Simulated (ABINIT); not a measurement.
# SiC (F-43m): refractive index against wavelength

The refractive index of SiC (F-43m) below the direct gap (4.55 eV on the mesh) is read from one computed spectrum, n = √(Re ε).

It takes space group F-43m (No. 216, cubic). The conventional cell has a = 4.358 Å, b = 4.358 Å, c = 4.358 Å, α = 90.00°, β = 90.00°, γ = 90.00°. Around Si on site a lie 4 C at 1.89 Å. Around C on site c lie 4 Si at 1.89 Å.

Method: ABINIT 10.8.3, PBE, independent particles, k-mesh 14×14×14, Lorentzian half width 0.05 eV.

Launch of the response step: `optic optic.abi`. The run took 16 s, its band step included, on 4 threads of Arm Neoverse V1 (shared host).

```
wavelength (nm)  photon energy E (eV)       n
           1064                 1.165  2.7023
            850                 1.459  2.7203
            700                 1.771  2.7447
            633                 1.959  2.7623
            532                 2.331  2.8044
            450                 2.755  2.8666
            405                 3.061       ?
```

In the single-oscillator model n² − 1 = E₀E_d/(E₀² − E²), so 1/(n² − 1) = E₀/E_d − E²/(E₀E_d) is linear in E².

Working, on the rows shown:

| x = E² (eV²) | y = 1/(n² − 1) |
| --- | --- |
| 1.35784 | 0.158669 |
| 2.12762 | 0.156249 |
| 3.13716 | 0.15306 |
| 3.83641 | 0.150823 |
| 5.43137 | 0.145674 |
| 7.59115 | 0.138554 |

Means: x̄ = 3.9136, ȳ = 0.1505. Σ(x − x̄)(y − ȳ) = -0.08442, Σ(x − x̄)² = 26.16. Slope = -0.08442 / 26.16 = -0.003227; intercept = ȳ − slope · x̄ = 0.16313. Turned back into n, the line misses the rows shown by at most 0.00075.

Question: What does the fit predict for the withheld row, and how well does it do?

Answer: At x = 9.3718 the line gives y = 0.13289, that is 2.9198. The run gave 2.9234, so the extrapolation is off by 0.0036, 1.6 % of the range in the table.

Refitted with all rows, the slope is -0.003261 and the intercept 0.16324. These give E₀ = √(intercept/−slope) = 7.08 eV and E_d = E₀/intercept = 43.3 eV; E₀ is 1.6 times the direct gap. The electronic limit at long wavelengths, without lattice vibrations, is n = √(1 + 1/intercept) = 2.669. Excitons are left out and so are local fields; PBE gaps are as a rule too small. The values come from a sum over the points of one k-mesh and carry its error, which grows as the direct gap shrinks.

[Logs are printed without paths, hosts, clocks, repeated set-up lines and the standing remarks that a program may print on its own settings, such as how far it seeks lower states.]
